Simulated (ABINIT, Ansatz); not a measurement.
## How the form of the self-energy moves the gap of YScB2O6 (R-3)

Aim: compare treatments of exchange, screening and correlation for the gap of YScB2O6 (R-3).

Calculated with ABINIT 10.8.3; LDA and many-body steps on it, plane waves.

### Step 1. Set-up

The structure is trigonal, space group R-3 (No. 148). The conventional cell has a = 4.911 Å, b = 4.911 Å, c = 16.119 Å, α = 90.00°, β = 90.00°, γ = 120.00°. Nearest to Y lie 6 O at 2.32 Å. Nearest to Sc lie 6 O at 2.14 Å. Nearest to B lie 3 O at 1.39 Å. Nearest to O lie 1 B at 1.39 Å and 1 Sc at 2.14 Å and 1 Y at 2.32 Å. Farther neighbours and most contacts between anions are not listed.

The cell and positions are those that the Materials Project relaxed with its own functionals (PBE, PBE+U or r2SCAN), kept fixed.

### Step 2. Empty states on the mesh, 2×2×2 mesh, 234 bands

This step: ABINIT 10.8.3; DFT, LDA, plane waves, norm-conserving pseudopotentials.

The sums over transitions need many empty states on a uniform mesh; this step solves for them.

Contents of run.abi:

```
acell 3*1.0 Angstrom
rprim 
  2.455259121368 1.417544514628 5.373024847406
  -2.455259121368 1.417544514628 5.373024847406
  0.000000000000 -2.835089029328 5.373024847387
ntypat 4
znucl 39 21 5 8
natom 10
typat 1 2 3 3 4 4 4 4 4 4
xred 
  0.500000000000 0.500000000000 0.500000000000
  0.000000000000 0.000000000000 0.000000000000
  0.255007000000 0.255007000000 0.255007000000
  0.744993000000 0.744993000000 0.744993000000
  0.233543000000 0.545880000000 0.981547000000
  0.981547000000 0.233543000000 0.545880000000
  0.545880000000 0.981547000000 0.233543000000
  0.018453000000 0.766457000000 0.454120000000
  0.454120000000 0.018453000000 0.766457000000
  0.766457000000 0.454120000000 0.018453000000
pp_dirpath "pseudos"
pseudos "Y.upf, Sc.upf, B.upf, O.upf"
ecut 36
ngkpt 2 2 2
nshiftk 1
shiftk 0 0 0
kptopt 1
chksymbreak 0
iscf -2
irdden 1
istwfk *1
nband 234
nbdbuf 20
tolwfr 1e-09
nstep 60
prtvol 0
indata_prefix "in"
outdata_prefix "out"
tmpdata_prefix "tmp"
```

On the command line:

```bash
OMP_NUM_THREADS=1 mpirun -n 4 abinit run.abi > log
```

Numbers of over 12 decimals in the logs are rounded to 6 here.

What it wrote:

```text
.Version 10.8.3 of ABINIT. v10.8.2 released Aug 2026.

 Symmetries : space group R-3 (#148); Bravais hR (rhombohedral)
[... echo of the input left out ...]
== DATASET  1 ==================================================================
-   mpi_nproc: 4, omp_nthreads: 1 (-1 if OMP is not activated)

--- !DatasetInfo
iteration_state: {dtset: 1, }
dimensions: {natom: 10, nkpt: 4, mband: 234, nsppol: 1, nspinor: 1, nspden: 1, mpw: 7863, }
cutoff_energies: {ecut:  36.0, pawecutdg:  -1.0, }
[...]
2.75444    2.78568    2.79252    2.79252    2.82922    2.82922    2.84174    2.84174
   2.84673    2.88233    2.89498    2.89499    2.90711    2.96405    2.97794    2.97873
   2.98117    3.03016
 prteigrs : prtvol=0 or 1, do not print more k-points.

== END DATASET(S) ==============================================================
================================================================================

 -outvars: echo values of variables after computation  --------
            nband         234
             nkpt           4
          spgroup         148
 [... the other variables as echoed above ...]

 Calculation completed.
```

Run time: 2 min. Hardware: 4 MPI ranks of Arm Neoverse V1, shared host; peak memory 0.56 GiB; 7.8 min of CPU time.

Numbers from this step:

- gap: 4.393 eV
- k of the valence top: 0.5, 0.5, 0
- k of the conduction bottom: 0.5, 0.5, 0
- least direct gap: 4.393 eV
- k points computed: 4
- lowest point of the top converged band, above the valence top: 70.1006 eV

On this mesh the gap is 4.393 eV.

The density comes from a self-consistent run that is not shown.

### Step 3. Screening, 2×2×2 mesh, 106 bands, screening to 114.3 eV

The RPA dielectric matrix is built and inverted for each q.

This step: RPA screening on LDA, plane waves, norm-conserving pseudopotentials.

run.abi: that of step 2 with these lines changed.

```diff
@@ -28,10 +28,11 @@
 chksymbreak 0
-iscf -2
-irdden 1
 istwfk *1
-nband 234
-nbdbuf 20
-tolwfr 1e-09
-nstep 60
-prtvol 0
+occopt 1
+irdwfk 1
+optdriver 3
+nband 106
+ecuteps 4.2
+inclvkb 2
+awtr 1
+symchi 1
 indata_prefix "in"
```

What it wrote:

```text
.Version 10.8.3 of ABINIT. v10.8.2 released Aug 2026.

 Symmetries : space group R-3 (#148); Bravais hR (rhombohedral)
[... echo of the input left out ...]
== DATASET  1 ==================================================================
-   mpi_nproc: 4, omp_nthreads: 1 (-1 if OMP is not activated)

--- !DatasetInfo
iteration_state: {dtset: 1, }
dimensions: {natom: 10, nkpt: 4, mband: 106, nsppol: 1, nspinor: 1, nspden: 1, mpw: 7863, }
cutoff_energies: {ecut:  36.0, pawecutdg:  -1.0, }
electrons: {nelect:   6.40000000E+01, charge:   0.00000000E+00, occopt:   1.00000000E+00, tsmear:   1.00000000E-02, }

 SCREENING: Calculation of the susceptibility and dielectric matrices

 Based on a program developped by R.W. Godby, V. Olevano, G. Onida, and L. Reining.
 Incorporated in ABINIT by V. Olevano, G.-M. Rignanese, and M. Torrent.
.Using double precision arithmetic ; gwpc =  8

[... cell and pseudopotentials left out ...]
--------------------------------------------------------------------------------

 ==== K-mesh for the wavefunctions ====
 Number of points in the irreducible wedge :     4
[... list of points left out ...]
 Together with  6 symmetry operations and time-reversal symmetry
 yields     8 points in the full Brillouin Zone.

 ==== Q-mesh for the screening function ====
 Number of points in the irreducible wedge :     4
[... list of points left out ...]
 Together with  6 symmetry operations and time-reversal symmetry
 yields     8 points in the full Brillouin Zone.

 setmesh: FFT mesh size selected  =    45x   45x   45
          total number of points  =        91125

 vcoul_init : cutoff-mode = AUXILIARY_FUNCTION
 q-points for optical limit:   1
     1)      0.000010    0.000020    0.000030

- screening: taking advantage of time-reversal symmetry
- Maximum band index for partially occupied states nbvw = 32
- Remaining bands to be divided among processors   nbcw = 74
- Number of bands treated by each node ~18

 Number of electrons calculated from density =   64.0000; Expected =   64.0000
 average of density, n =  0.084524
 r_s =    1.4135
 omega_plasma =   28.0443 [eV]

 calculating chi0 at frequencies [eV] :
  1    0.000000E+00    0.000000E+00
  2    0.000000E+00    2.804434E+01

--------------------------------------------------------------------------------
  q-point number  1        q = ( 0.000000, 0.000000, 0.000000) [r.l.u.]
--------------------------------------------------------------------------------
[... chi0 elements left out ...]
 For q-point:  0.000010 0.000020 0.000030
  dielectric constant =   3.5099
  dielectric constant without local fields =   3.7737

  Average fulfillment of the sum rule on Im[epsilon] for q-point    1 :     44.34  [%]
[... wings left out ...]
  q-point number  2        q = ( 0.500000, 0.000000, 0.000000) [r.l.u.]
--------------------------------------------------------------------------------
[... chi0 elements left out ...]
  Average fulfillment of the sum rule on Im[epsilon] for q-point    2 :     51.16  [%]

 [... 2 further q-points ...]
```

Wall time 46 s (4 MPI ranks); peak memory 1.8 GiB; 3 min of CPU time.

Numbers from this step:

| Quantity | Value |
| --- | --- |
| ε∞ with local fields, on this mesh, along the program's q direction | 3.510 |
| the same without local fields | 3.774 |
| plasma frequency | 28.04 eV |
| plane waves in the screening matrix | 309 |

Local fields lower ε∞ by 7 %. On a Γ-centred mesh this coarse the value itself is usually too large, while a short band sum pulls it down.

### Step 4. G0W0, Godby-Needs plasmon pole

The self-energy is evaluated for the states that the input lists, and the levels follow from it, in one-shot runs by the linearised quasiparticle equation.

This step: G0W0 on LDA, plane waves, norm-conserving pseudopotentials.

run.abi: that of step 3 with these lines changed.

```diff
@@ -31,8 +31,17 @@
 irdwfk 1
-optdriver 3
+optdriver 4
 nband 106
+gwcalctyp 0
+ecutsigx 36
+symsigma 1
+nkptgw 2
+kptgw 
+  0.5000000000 0.5000000000 0.0000000000
+  0.0000000000 0.0000000000 0.0000000000
+bdgw 
+  31 34
+  31 34
 ecuteps 4.2
-inclvkb 2
-awtr 1
-symchi 1
+irdscr 1
+ppmodel 1
 indata_prefix "in"
```

What it wrote:

```text
.Version 10.8.3 of ABINIT. v10.8.2 released Aug 2026.

 Symmetries : space group R-3 (#148); Bravais hR (rhombohedral)
[... echo of the input left out ...]
== DATASET  1 ==================================================================
-   mpi_nproc: 4, omp_nthreads: 1 (-1 if OMP is not activated)

--- !DatasetInfo
iteration_state: {dtset: 1, }
dimensions: {natom: 10, nkpt: 4, mband: 106, nsppol: 1, nspinor: 1, nspden: 1, mpw: 7863, }
cutoff_energies: {ecut:  36.0, pawecutdg:  -1.0, }
electrons: {nelect:   6.40000000E+01, charge:   0.00000000E+00, occopt:   1.00000000E+00, tsmear:   1.00000000E-02, }

 SIGMA: Calculation of the GW corrections

 Based on a program developped by R.W. Godby, V. Olevano, G. Onida, and L. Reining.
 Incorporated in ABINIT by V. Olevano, G.-M. Rignanese, and M. Torrent.
.Using double precision arithmetic ; gwpc =  8

[... cell and pseudopotentials left out ...]
--------------------------------------------------------------------------------

 ==== K-mesh for the wavefunctions ====
 Number of points in the irreducible wedge :     4
[... list of points left out ...]
 Together with  6 symmetry operations and time-reversal symmetry
 yields     8 points in the full Brillouin Zone.

 ==== Q-mesh for screening function ====
 Number of points in the irreducible wedge :     4
[... list of points left out ...]
 Together with  6 symmetry operations and time-reversal symmetry
 yields     8 points in the full Brillouin Zone.

 vcoul_init : cutoff-mode = AUXILIARY_FUNCTION
 q-points for optical limit:   1
     1)      0.000010    0.000020    0.000030
 setmesh: FFT mesh size selected  =    64x   64x   64
          total number of points  =       262144

 Number of electrons calculated from density =   64.0000; Expected =   64.0000
 average of density, n =  0.084524
 r_s =    1.4135
 omega_plasma =   28.0443 [eV]

 === KS Band Gaps ===
  >>>> For spin  1
   Minimum direct gap =   4.3933 [eV], located at k-point      :   0.5000  0.5000  0.0000
   Fundamental gap    =   4.3933 [eV], Top of valence bands at :   0.5000  0.5000  0.0000
                                       Bottom of conduction at :   0.5000  0.5000  0.0000
 SIGMA fundamental parameters:
 PLASMON POLE MODEL  1
 number of plane-waves for SigmaX                 7863
 number of plane-waves for SigmaC and W            309
 number of plane-waves for wavefunctions          7863
 number of bands                                   106
 number of independent spin polarizations            1
 number of spinorial components                      1
 number of k-points in IBZ                           4
 number of q-points in IBZ                           4
 number of symmetry operations                       6
 number of k-points in BZ                            8
 number of q-points in BZ                            8
 number of frequencies for dSigma/dE                 9
 frequency step for dSigma/dE [eV]                0.25
 number of omega for Sigma on real axis              0
 max omega for Sigma on real axis  [eV]           0.00
 zcut for avoiding poles [eV]                     0.10

 EPSILON^-1 parameters (SCR file):
 dimension of the eps^-1 matrix on file            309
 dimension of the eps^-1 matrix used               309
 number of plane-waves for wavefunctions          7863
 number of bands                                   106
 number of q-points in IBZ                           4
 number of frequencies                               2
 number of real frequencies                          1
 number of imag frequencies                          1

 matrix elements of self-energy operator (all in [eV])

 Perturbative Calculation

--- !SelfEnergy_ee
iteration_state: {dtset: 1, }
kpoint     : [   0.500,    0.500,    0.000, ]
spin       : 1
KS_gap     :    4.393
QP_gap     :    7.537
Delta_QP_KS:    3.144
data: !SigmaeeData |
     Band     E0 <VxcDFT>   SigX SigC(E0)      Z dSigC/dE  Sig(E)    E-E0       E
       31   2.755 -18.931 -23.772   4.577   0.801  -0.248 -19.142  -0.211   2.544
       32   3.393 -19.888 -24.922   4.778   0.802  -0.246 -20.093  -0.205   3.187
       33   7.786 -16.445  -8.688  -4.204   0.827  -0.209 -13.506   2.938  10.724
       34   8.232 -17.419  -9.260  -4.401   0.818  -0.223 -14.345   3.074  11.306

--- !SelfEnergy_ee
iteration_state: {dtset: 1, }
kpoint     : [   0.000,    0.000,    0.000, ]
spin       : 1
KS_gap     :    5.102
QP_gap     :    8.447
Delta_QP_KS:    3.345
data: !SigmaeeData |
     Band     E0 <VxcDFT>   SigX SigC(E0)      Z dSigC/dE  Sig(E)    E-E0       E
       31   3.140 -19.671 -24.577   4.682   0.800  -0.249 -19.850  -0.179   2.961
       32   3.140 -19.671 -24.577   4.682   0.800  -0.249 -19.850  -0.179   2.961
       33   8.242 -18.002  -9.593  -4.516   0.813  -0.230 -14.836   3.166  11.408
       34   8.242 -18.002  -9.593  -4.516   0.813  -0.230 -14.836   3.166  11.408

== END DATASET(S) ==============================================================
================================================================================

 -outvars: echo values of variables after computation  --------
           etotal      0.0000000000E+00
            nband         106
             nkpt           4
          spgroup         148
 [... the other variables as echoed above ...]

 Calculation completed.
```

Elapsed: 13 s, on 4 MPI ranks; peak memory 1.2 GiB.

This step gave:

* G0W0 gap on the points computed: 7.537 eV
* starting gap on the mesh: 4.393 eV
* k of the valence top: 0.5, 0.5, 0
* k of the conduction bottom: 0.5, 0.5, 0
* Z at the valence top: 0.802
* Z at the conduction bottom: 0.827
* least direct G0W0 gap on the computed points: 7.537 eV

The gap on the mesh goes from 4.39 eV to 7.54 eV, a correction of +3.14 eV.

### Step 5. G0W0, Hybertsen-Louie plasmon pole

run.abi: that of step 4 with these lines changed.

```diff
@@ -45,3 +45,3 @@
 irdscr 1
-ppmodel 1
+ppmodel 2
 indata_prefix "in"
```

What it wrote:

```text
.Version 10.8.3 of ABINIT. v10.8.2 released Aug 2026.

 Symmetries : space group R-3 (#148); Bravais hR (rhombohedral)
[... echo of the input left out ...]
== DATASET  1 ==================================================================
-   mpi_nproc: 4, omp_nthreads: 1 (-1 if OMP is not activated)

--- !DatasetInfo
iteration_state: {dtset: 1, }
dimensions: {natom: 10, nkpt: 4, mband: 106, nsppol: 1, nspinor: 1, nspden: 1, mpw: 7863, }
cutoff_energies: {ecut:  36.0, pawecutdg:  -1.0, }
electrons: {nelect:   6.40000000E+01, charge:   0.00000000E+00, occopt:   1.00000000E+00, tsmear:   1.00000000E-02, }

 SIGMA: Calculation of the GW corrections

 Based on a program developped by R.W. Godby, V. Olevano, G. Onida, and L. Reining.
 Incorporated in ABINIT by V. Olevano, G.-M. Rignanese, and M. Torrent.
.Using double precision arithmetic ; gwpc =  8

[... cell and pseudopotentials left out ...]
--------------------------------------------------------------------------------

 ==== K-mesh for the wavefunctions ====
 Number of points in the irreducible wedge :     4
[... list of points left out ...]
 Together with  6 symmetry operations and time-reversal symmetry
 yields     8 points in the full Brillouin Zone.

 ==== Q-mesh for screening function ====
 Number of points in the irreducible wedge :     4
[... list of points left out ...]
 Together with  6 symmetry operations and time-reversal symmetry
 yields     8 points in the full Brillouin Zone.

 vcoul_init : cutoff-mode = AUXILIARY_FUNCTION
 q-points for optical limit:   1
     1)      0.000010    0.000020    0.000030
 setmesh: FFT mesh size selected  =    64x   64x   64
          total number of points  =       262144

 Number of electrons calculated from density =   64.0000; Expected =   64.0000
[...]
number of omega for Sigma on real axis              0
 max omega for Sigma on real axis  [eV]           0.00
 zcut for avoiding poles [eV]                     0.10

 EPSILON^-1 parameters (SCR file):
 dimension of the eps^-1 matrix on file            309
 dimension of the eps^-1 matrix used               309
 number of plane-waves for wavefunctions          7863
 number of bands                                   106
 number of q-points in IBZ                           4
 number of frequencies                               2
 number of real frequencies                          1
 number of imag frequencies                          1

 matrix elements of self-energy operator (all in [eV])

 Perturbative Calculation

--- !SelfEnergy_ee
iteration_state: {dtset: 1, }
kpoint     : [   0.500,    0.500,    0.000, ]
spin       : 1
KS_gap     :    4.393
QP_gap     :    8.143
Delta_QP_KS:    3.749
data: !SigmaeeData |
     Band     E0 <VxcDFT>   SigX SigC(E0)      Z dSigC/dE  Sig(E)    E-E0       E
       31   2.755 -18.931 -23.772   4.212   0.865  -0.156 -19.475  -0.544   2.211
       32   3.393 -19.888 -24.922   4.435   0.865  -0.156 -20.406  -0.519   2.874
       33   7.786 -16.445  -8.688  -4.096   0.882  -0.133 -13.214   3.231  11.016
[...]
--- !SelfEnergy_ee
iteration_state: {dtset: 1, }
kpoint     : [   0.000,    0.000,    0.000, ]
spin       : 1
KS_gap     :    5.102
QP_gap     :    9.183
Delta_QP_KS:    4.081
data: !SigmaeeData |
     Band     E0 <VxcDFT>   SigX SigC(E0)      Z dSigC/dE  Sig(E)    E-E0       E
[...]
33   8.242 -18.002  -9.593  -4.332   0.877  -0.141 -14.428   3.575  11.817
       34   8.242 -18.002  -9.593  -4.332   0.877  -0.141 -14.428   3.575  11.817

== END DATASET(S) ==============================================================
================================================================================

 -outvars: echo values of variables after computation  --------
           etotal      0.0000000000E+00
            nband         106
             nkpt           4
          spgroup         148
 [... the other variables as echoed above ...]

 Calculation completed.
```

It took 13 s on 4 MPI ranks; peak memory 1.1 GiB.

Numbers from this step:

| Quantity | Value |
| --- | --- |
| G0W0 gap on the points computed | 8.142 eV |
| starting gap on the mesh | 4.393 eV |
| k of the valence top | 0.5, 0.5, 0 |
| k of the conduction bottom | 0.5, 0.5, 0 |
| Z at the valence top | 0.865 |
| Z at the conduction bottom | 0.882 |
| least direct G0W0 gap on the computed points | 8.142 eV |

Against G0W0 in ABINIT (2×2×2 mesh, 106 bands, screening to 114.3 eV, Godby-Needs plasmon pole), the gap moves by +0.605 eV.

### Step 6. G0W0, Engel-Farid plasmon pole

run.abi: that of step 5 with these lines changed.

```diff
@@ -45,3 +45,3 @@
 irdscr 1
-ppmodel 2
+ppmodel 4
 indata_prefix "in"
```

What it wrote:

```text
.Version 10.8.3 of ABINIT. v10.8.2 released Aug 2026.

 Symmetries : space group R-3 (#148); Bravais hR (rhombohedral)
[... echo of the input left out ...]
== DATASET  1 ==================================================================
-   mpi_nproc: 4, omp_nthreads: 1 (-1 if OMP is not activated)

--- !DatasetInfo
iteration_state: {dtset: 1, }
dimensions: {natom: 10, nkpt: 4, mband: 106, nsppol: 1, nspinor: 1, nspden: 1, mpw: 7863, }
cutoff_energies: {ecut:  36.0, pawecutdg:  -1.0, }
[...]
Band     E0 <VxcDFT>   SigX SigC(E0)      Z dSigC/dE  Sig(E)    E-E0       E
[...]
33   8.242 -18.002  -9.593  -4.436   0.835  -0.197 -14.684   3.319  11.561
       34   8.242 -18.002  -9.593  -4.436   0.835  -0.197 -14.684   3.319  11.561

== END DATASET(S) ==============================================================
================================================================================

 -outvars: echo values of variables after computation  --------
           etotal      0.0000000000E+00
            nband         106
             nkpt           4
          spgroup         148
 [... the other variables as echoed above ...]

 Calculation completed.
```

The job ended after 9.1 s (4 MPI ranks; peak memory 1.2 GiB).

Numbers from this step:

| Property | Result |
| --- | --- |
| G0W0 gap on the points computed | 7.635 eV |
| starting gap on the mesh | 4.393 eV |
| k of the valence top | 0.5, 0.5, 0 |
| k of the conduction bottom | 0.5, 0.5, 0 |
| least direct G0W0 gap on the computed points | 7.635 eV |

Against G0W0 in ABINIT (2×2×2 mesh, 106 bands, screening to 114.3 eV, Godby-Needs plasmon pole), the gap moves by +0.098 eV.

(Continued in part 2 of 2.)

[Paths, hosts, dates, memory and timing lines, banners, echoed tables and standing remarks are left out of the program output.]

[Logs are printed without paths, hosts, clocks, repeated set-up lines and the standing remarks that a program may print on its own settings, such as how far it seeks lower states.]

[Runs of the session that timed out or met a known fault of the program may be left out.]

[No measured gap is set beside runs whose start may be inverted or whose files or cutoffs have a known fault.]

[Hosts, paths, dates, database ids (printed as entryN), source tags and the programs' standing remarks are cut or masked in the printed files.]

[G0W0 gaps are taken among the corrected bands and points alone; a level outside them can change the order at an edge.]

[Where Ansatz stands beside ABINIT at settings called matched, ABINIT's density can come from a denser mesh and the files from another edition; pairs whose starting gaps differed by over 0.03 eV were left out, so agreement reads better than it is.]
